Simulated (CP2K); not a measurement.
Consider 2-methylthiophene at its PBE geometry (Å).

```xyz
12

C    -2.0058    0.2001    0.0150
C    -0.5077    0.1771    0.0269
C     0.3311   -0.8987   -0.1722
C     1.7143   -0.5655   -0.0892
C     1.9182    0.7679    0.1752
S     0.4233    1.6087    0.3197
H    -2.4219    0.5301    0.9780
H    -2.4026    0.8707   -0.7612
H    -2.3876   -0.8090   -0.1870
H    -0.0428   -1.9016   -0.3737
H     2.5243   -1.2802   -0.2202
H     2.8572    1.3003    0.2889
```

Method: CP2K XAS_TDP, all-electron GAPW, PBEh(45%), aug-cc-pVDZ, TDA, GW2X-corrected core level, no relativity.

Question: Predict the bright core excitations at the C K edge.

Leading lines: C1 290.96 eV, C2 287.00 eV, C3 287.50 eV, C4 287.42 eV and C5 287.07 eV. The leading line of an atom is its first one with 35 % of the strongest within 2.5 eV of its lowest line over the strength cut. Core ionisation energies at this level: C3 291.61, C4 291.71, C5 291.80, C1 292.38 and C2 291.83 eV.

The first six lines of each atom with a strength over 0.0015:

```
                     atom  energy (eV)  states  strength, one atom  above the computed threshold
 C1 (bonded to C and 3 H)       289.93       1              0.0026                              
                                290.29       1              0.0046                              
                                290.96       1              0.0202                              
                                291.44       1              0.0181                              
                                291.66       1              0.0024                              
                                292.14       1              0.0018                              
 C2 (bonded to 2 C and S)       287.00       1              0.0515                              
                                289.41       1              0.0348                              
                                290.87       1              0.0015                              
                                290.95       1              0.0019                              
                                291.48       1              0.0026                              
                                291.65       1              0.0029                              
 C3 (bonded to 2 C and H)       287.50       1              0.0420                              
                                289.58       1              0.0113                              
                                289.81       1              0.0097                              
                                290.46       1              0.0019                              
                                290.77       1              0.0033                              
                                290.85       1              0.0021                              
 C4 (bonded to 2 C and H)       287.42       1              0.0451                              
                                289.84       1              0.0097                              
                                289.91       1              0.0098                              
                                290.60       1              0.0036                              
                                290.82       1              0.0021                              
                                291.47       1              0.0018                              
C5 (bonded to C, S and H)       287.07       1              0.0481                              
                                289.50       1              0.0296                              
                                290.02       1              0.0132                              
                                291.00       1              0.0041                              
                                291.67       2              0.0032                              
                                292.10       1              0.0020                           yes
```

Lines are vertical, at one geometry, with no vibrational structure. GW2X ionisation energies and lines can be off by 1 to 2 eV either way, and a good line position may hide errors that cancel. These values hold no scalar relativity, about 0.1 eV for C 1s. Rydberg lines, and the discretised continuum above threshold, depend on the basis and the box.

[Banner, clock and machine lines of the logs are left out without a mark of their own.]

[Logs are printed without paths, hosts, clocks, repeated set-up lines and the standing remarks that a program may print on its own settings, such as how far it seeks lower states.]

[Hosts, paths, dates, database ids (printed as entryN), source tags and the programs' standing remarks are cut or masked in the printed files.]
